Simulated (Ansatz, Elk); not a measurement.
## LiHOs: X-ray structure factors from the self-consistent density

The structure of LiHOs used here is made up (a known structure type with other elements) and was relaxed beforehand with PBE. The aim is the Fourier transform of its all-electron density, F(hkl), set beside the sum over free spherical atoms that refinements use.

Method: DFT, PBE, all-electron APW+lo, Dirac cores, scalar-relativistic bands, static density, no spin, in Elk 11.2.3 (patched build).

The structure was built from a prototype and need not be the compound's stable phase.

## (1) The starting structure

Symmetry: P4/mmm, No. 123, tetragonal system. Conventional cell: a = 2.682 Å, b = 2.682 Å, c = 4.361 Å, α = 90.00°, β = 90.00°, γ = 90.00°. Nearest to Os lie 4 H at 1.90 Å. Nearest to Li lie 2 H at 2.18 Å. H has 4 Os at 1.90 Å nearest. Farther neighbours are not listed.

## (2) Ground state and structure factors

An all-electron density is needed, since X-rays see the cores too. Task 0 finds the density and task 195 Fourier-transforms it; tshift is off so that phases refer to the origin typed.

File elk.in:

```
tasks
  0
  195

xctype
  20

spinpol
  .false.

rgkmax
  7.0

gmaxvr
  14.0

lmaxo
  7

lmaxapw
  8

swidth
  0.002

tshift
  .false.

ramdisk
  .false.

hmaxvr
  5.5

maxscl
  120

epspot
  1e-06

sppath
  './'

avec
  5.06812801380 0.00000000000 0.00000000000
  0.00000000000 5.06812801380 0.00000000000
  0.00000000000 0.00000000000 8.24038103967

atoms
  3
  'Os.in'
  1
  -0.0000000000 0.0000000000 0.0000000000   0.000000 0.000000 0.000000
  'Li.in'
  1
  0.5000000000 0.5000000000 0.5000000000   0.000000 0.000000 0.000000
  'H.in'
  1
  0.5000000000 0.5000000000 -0.0000000000   0.000000 0.000000 0.000000

ngridk
  8 8 5
```

Started as:

```bash
> OMP_NUM_THREADS=4 elk
```

Numbers of over 12 decimals in the logs are rounded to 6 here.

Output:

```text
┌─────────────────────────┐
│ Elk code version 11.2.3 │
└─────────────────────────┘

All units are atomic (Hartree, Bohr, etc.)

┌─────────────────────────────────────────────────┐
│ Ground-state run starting from atomic densities │
└─────────────────────────────────────────────────┘

Lattice vectors :
   5.068128014       0.000000000       0.000000000
   0.000000000       5.068128014       0.000000000
   0.000000000       0.000000000       8.240381040

Reciprocal lattice vectors :
   1.239744791       0.000000000       0.000000000
   0.000000000       1.239744791       0.000000000
   0.000000000       0.000000000      0.7624872293

Unit cell volume      :    211.6617810
Brillouin zone volume :    1.171917822

Muffin-tin inner radius fraction :   0.1000000000E-01

Nuclei treated as point charges

Species : 1 (Os)
 parameters loaded from : Os.in
 name : osmium
 nuclear charge    :   -76.00000000
 electronic charge :    76.00000000
 atomic mass :    346768.0767
 muffin-tin radius :    2.268138550
 number of radial points in muffin-tin :   1393
 inner part over the whole radius :   0.9999532564E-02
 number on inner part of muffin-tin    :    995
 approximate nuclear radius :   0.1019601503E-03
 number of mesh points to nuclear radius :    528
 atomic positions (lattice), magnetic fields (Cartesian) :
  1 :   0.00000000  0.00000000  0.00000000    0.00000000  0.00000000  0.00000000

Species : 2 (Li)
 parameters loaded from : Li.in
 name : lithium
 nuclear charge    :   -3.000000000
 electronic charge :    3.000000000
 atomic mass :    12652.66898
 muffin-tin radius :    1.800000000
 number of radial points in muffin-tin :    593
 inner part over the whole radius :   0.9806707936E-02
 number on inner part of muffin-tin    :    401
 approximate nuclear radius :   0.4000070961E-04
 number of mesh points to nuclear radius :    148
 atomic positions (lattice), magnetic fields (Cartesian) :
  1 :   0.50000000  0.50000000  0.50000000    0.00000000  0.00000000  0.00000000

Species : 3 (H)
 parameters loaded from : H.in
 name : hydrogen
 nuclear charge    :   -1.000000000
 electronic charge :    1.000000000
 atomic mass :    1837.362221
 muffin-tin radius :    1.265569137
 number of radial points in muffin-tin :    393
 inner part over the whole radius :   0.9712239619E-02
 number on inner part of muffin-tin    :    257
 approximate nuclear radius :   0.2766748019E-04
 number of mesh points to nuclear radius :     78
 atomic positions (lattice), magnetic fields (Cartesian) :
  1 :   0.50000000  0.50000000  0.00000000    0.00000000  0.00000000  0.00000000

Total number of atoms per unit cell :    3
Total muffin-tin volume :    81.79596856
 ratio of muffin-tin to unit cell volume :   0.3864465666

Spin treatment :
 spin-unpolarised

Number of Bravais lattice symmetries :   16
Number of crystal symmetries         :   16
Crystal has inversion symmetry
Real symmetric eigensolver will be used

k-point grid :      8     8     5
k-point offset :    0.000000000       0.000000000       0.000000000
k-point set is reduced with full crystal symmetry group
Total number of k-points :       45

Muffin-tin radius times maximum |G+k| :    7.000000000
 using average radius
Maximum |G+k| for APW functions       :    3.937223641
Maximum (1/2)|G+k|²                   :    7.750865002
Maximum |G| for potential and density :    14.00000000
Constant for pseudocharge density :    8
 order of it for each species :   15  15  15
 order of it for pair densities of each species (exact exchange by exxq0 0: 16) :   15  10   4
Radial integration step length :    1

G-vector grid sizes :     24    24    40
Number of G-vectors :     9805

Maximum angular momentum used for
 APW functions            :    8
 outer part of muffin-tin :    7
 inner part of muffin-tin :    2

Total nuclear charge    :   -80.00000000
Total core charge       :    46.00000000
Total valence charge    :    34.00000000
Total excess charge     :    0.000000000
Total electronic charge :    80.00000000

[...]
electron entropic           :    -0.63762524241943E-03
 total energy                :     -17290.024052424

Density of states at Fermi energy :    47.49494072
 (states/Hartree/unit cell)

Estimated indirect band gap :   0.4931321252E-03
 from k-point 22 to k-point 39
Estimated direct band gap   :   0.2349030401E-01
 at k-point 39

Charges :
 core                        :    46.00000000
 valence                     :    34.00000000
 interstitial                :    3.814899970
 muffin-tins (core leakage)
  species : 1 (Os)
   atom 1                    :    73.14737861     (  0.1890585992E-05)
  species : 2 (Li)
   atom 1                    :    2.190469584     (   0.000000000    )
  species : 3 (H)
   atom 1                    :   0.8472518385     (   0.000000000    )
 total in muffin-tins        :    76.18510003
 total calculated charge     :    79.99930976
 total charge                :    80.00000000
 error                       :   0.6902426812E-03

RMS change in Kohn-Sham potential (target) :    35.86791668     (  0.1000000000E-05)
Absolute change in total energy (target)   :   0.4396609915     (  0.1000000000E-03)

[... loops 3 to 20 left out ...]

┌──────────────────┐
│ Loop number : 21 │
└──────────────────┘

Energies :
 Fermi                       :     0.306429
 sum of occupied eigenvalues :     -10606.733715643
 electron kinetic            :      19626.718400976
 core electron kinetic       :      18869.274303284
 Coulomb                     :     -36573.348852159
 Coulomb potential           :     -29784.132443912
 nuclear-nuclear             :     -1293.7297491107
 electron-nuclear            :     -40795.428531150
 Hartree                     :      5515.8094281013
 Madelung                    :     -21681.282630203
 xc potential                :     -449.31967270710
 exchange                    :     -338.64748478146
 correlation                 :     -4.767922
 electron entropic           :    -0.80124012157146E-03
 total energy                :     -17290.046659463

Density of states at Fermi energy :    60.85747965
 (states/Hartree/unit cell)

Estimated indirect band gap :   0.1410276507E-02
 from k-point 21 to k-point 44
Estimated direct band gap   :   0.1277964355E-01
 at k-point 21

Charges :
 core                        :    46.00000000
 valence                     :    34.00000000
 interstitial                :    3.600564814
 muffin-tins (core leakage)
  species : 1 (Os)
   atom 1                    :    73.46034000     (  0.1795146822E-05)
  species : 2 (Li)
   atom 1                    :    2.175140443     (   0.000000000    )
  species : 3 (H)
   atom 1                    :   0.7639547411     (   0.000000000    )
 total in muffin-tins        :    76.39943519
 total calculated charge     :    79.99936850
 total charge                :    80.00000000
 error                       :   0.6314982594E-03

RMS change in Kohn-Sham potential (target) :   0.2965398275E-06 (  0.1000000000E-05)
Absolute change in total energy (target)   :   0.1617190719E-06 (  0.1000000000E-03)

Convergence targets achieved

┌──────────────────┐
│ Loop number : 22 │
└──────────────────┘

Energies :
 Fermi                       :     0.306429
 sum of occupied eigenvalues :     -10606.733715568
 electron kinetic            :      19626.718401011
 core electron kinetic       :      18869.274303320
 Coulomb                     :     -36573.348852129
 Coulomb potential           :     -29784.132443955
 nuclear-nuclear             :     -1293.7297491107
 electron-nuclear            :     -40795.428531047
 Hartree                     :      5515.8094280278
 Madelung                    :     -21681.282630152
 xc potential                :     -449.31967262521
 exchange                    :     -338.64748477980
 correlation                 :     -4.767922
 electron entropic           :    -0.80124012144108E-03
 total energy                :     -17290.046659396

Density of states at Fermi energy :    60.85747964
 (states/Hartree/unit cell)

Estimated indirect band gap :   0.1410276530E-02
 from k-point 21 to k-point 44
Estimated direct band gap   :   0.1277964354E-01
 at k-point 21

Charges :
 core                        :    46.00000000
 valence                     :    34.00000000
 interstitial                :    3.600564815
 muffin-tins (core leakage)
  species : 1 (Os)
   atom 1                    :    73.46034000     (  0.1795149068E-05)
  species : 2 (Li)
   atom 1                    :    2.175140444     (   0.000000000    )
  species : 3 (H)
   atom 1                    :   0.7639547411     (   0.000000000    )
 total in muffin-tins        :    76.39943519
 total calculated charge     :    79.99936850
 total charge                :    80.00000000
 error                       :   0.6314982614E-03

┌──────────────────────────────┐
│ Self-consistent loop stopped │
└──────────────────────────────┘

Wrote STATE.OUT
```

The job ended after 19 s (4 threads of Arm Neoverse V2, shared host; peak memory 0.15 GiB; 57 s of CPU time).

SFACRHO.OUT:

```text

h k l indices transformed by vhmat matrix:
   1.000000000       0.000000000       0.000000000    
   0.000000000       1.000000000       0.000000000    
   0.000000000       0.000000000       1.000000000    

      h      k      l  multipl.   |H|            Re(F)            Im(F)           |F|

      0      0      0      1   0.0000000       80.000000     -0.14090746E-16   80.000000    
      0      0      1      2  0.76248723       69.436881      0.11678295E-15   69.436881    
      0     -1      0      4   1.2397448       62.906679     -0.26397906E-15   62.906679    
      0     -1      1      8   1.4554566       63.898585      0.11569649E-15   63.898585    
      0      0     -2      2   1.5249745       63.909042      0.46945897E-15   63.909042    
     -1      1      0      4   1.7532639       61.382718     -0.29570502E-15   61.382718    
     -1      1      1      8   1.9118894       56.530507      0.15948063E-15   56.530507    
      0      1     -2      8   1.9653280       55.357943     -0.26582481E-15   55.357943    
      0      0     -3      2   2.2874617       52.866289     -0.54299767E-15   52.866289    
      1     -1     -2      8   2.3236784       55.229005      0.38498436E-15   55.229005    
      2      0      0      4   2.4794896       53.770055     -0.34739001E-15   53.770055    
      2      0      1      8   2.5940808       50.061492      0.45548324E-15   50.061492    
      0     -1     -3      8   2.6018163       52.173544      0.62342344E-15   52.173544    
      1     -2      0      8   2.7721536       48.282615     -0.16145692E-15   48.282615    
     -1     -2      1     16   2.8751039       49.775025      0.24582128E-15   49.775025    
     -1      1      3      8   2.8820852       47.547877      0.42060441E-15   47.547877    
      0     -2      2      8   2.9109132       49.639504      0.85460082E-16   49.639504    
      0      0      4      2   3.0499489       48.501688     -0.43052851E-15   48.501688
```

Elk indexes on the primitive cell of elk.in and gives |H| = 4π sin θ/λ in inverse bohr. Below, one row stands for each form hkl of the conventional cell (m members, Friedel mates merged), F is for one primitive cell and the density is static (no thermal factor). Free-atom factors are Waasmaier and Kirfel's, and R is Σm||F|−|F'||/Σm|F|.

| hkl | m | sin θ/λ (Å⁻¹) | abs F, DFT | neutral atoms | diff. |
| --- | --- | --- | --- | --- | --- |
| 001 | 2 | 0.115 | 69.437 | 69.465 | -0.028 |
| 100 | 4 | 0.186 | 62.907 | 62.965 | -0.058 |
| 101 | 8 | 0.219 | 63.899 | 64.088 | -0.189 |
| 002 | 2 | 0.229 | 63.909 | 64.121 | -0.212 |
| 110 | 4 | 0.264 | 61.383 | 61.494 | -0.111 |
| 111 | 8 | 0.287 | 56.531 | 56.643 | -0.112 |
| 102 | 8 | 0.295 | 55.358 | 55.576 | -0.218 |
| 003 | 2 | 0.344 | 52.866 | 52.896 | -0.029 |
| 112 | 8 | 0.349 | 55.229 | 55.336 | -0.107 |
| 200 | 4 | 0.373 | 53.770 | 53.758 | +0.012 |
| 201 | 8 | 0.390 | 50.062 | 50.041 | +0.020 |
| 103 | 8 | 0.391 | 52.173 | 52.280 | -0.106 |
| 210 | 8 | 0.417 | 48.283 | 48.243 | +0.040 |
| 211 | 16 | 0.432 | 49.775 | 49.776 | -0.001 |
| 113 | 8 | 0.433 | 47.548 | 47.547 | +0.001 |
| 202 | 8 | 0.438 | 49.639 | 49.665 | -0.026 |
| 004 | 2 | 0.459 | 48.502 | 48.437 | +0.065 |
| 212 | 16 | 0.476 | 45.127 | 45.123 | +0.004 |
| 104 | 8 | 0.495 | 44.193 | 44.167 | +0.026 |
| 203 | 8 | 0.507 | 43.711 | 43.715 | -0.004 |
| 220 | 4 | 0.527 | 44.707 | 44.708 | -0.001 |
| 114 | 8 | 0.529 | 44.621 | 44.620 | +0.002 |

## (3) The highest occupied states alone

An energy window below the Fermi level keeps the highest occupied states, to see at which angles they scatter; shallow core shells can lie inside it and anion s states outside. No new self-consistency is needed.

elk.in, as its differences from that of step 2:

```diff
@@ -1,3 +1,2 @@
 tasks
-  0
   195
@@ -40,2 +39,5 @@
 
+wsfac
+  -0.134560 0.606430
+
 sppath
```

Started as:

```bash
> OMP_NUM_THREADS=4 elk
```

Output:

```text
┌─────────────────────────────────┐
│ Elk code version 11.2.3 started │
└─────────────────────────────────┘

Info(readinput): the functional depends on the density's gradient
 muffin-tin radial points multiplied by    2.00000
 (not where nrmtscf is given)

┌────────────────────┐
│ Current task : 195 │
└────────────────────┘
Info(checkmt): changed muffin-tin radius of species 1 (Os) from   2.8000 to   2.2681
Info(checkmt): changed muffin-tin radius of species 3 (H) from   1.4000 to   1.2656

Info(sfacrho): density structure factors written to SFACRHO.OUT

 Energy window :  -0.1345600000      0.6064300000

┌──────────────────┐
│ Elk code stopped │
└──────────────────┘
```

Elapsed: 2.9 s, on 4 threads; peak memory 0.16 GiB.

States within 12 eV below the Fermi level hold 10.00 electrons; any levels below the window count with the cores. Their amplitudes can exceed the total, where window and core parts have opposite phase:

| hkl | sin θ/λ (Å⁻¹) | abs F, window | abs F, all |
| --- | --- | --- | --- |
| 001 | 0.115 | 5.427 | 69.437 |
| 100 | 0.186 | 1.861 | 62.907 |
| 101 | 0.219 | 1.046 | 63.899 |
| 002 | 0.229 | 1.631 | 63.909 |
| 110 | 0.264 | 1.159 | 61.383 |
| 111 | 0.287 | 0.834 | 56.531 |
| 102 | 0.295 | 0.106 | 55.358 |
| 003 | 0.344 | 0.350 | 52.866 |
| 112 | 0.349 | 0.283 | 55.229 |
| 200 | 0.373 | 0.269 | 53.770 |

(Continued in part 2 of 2.)

[Logs are printed without paths, hosts, clocks, repeated set-up lines and the standing remarks that a program may print on its own settings, such as how far it seeks lower states.]

[Hosts, paths, dates, database ids (printed as entryN), source tags and the programs' standing remarks are cut or masked in the printed files.]
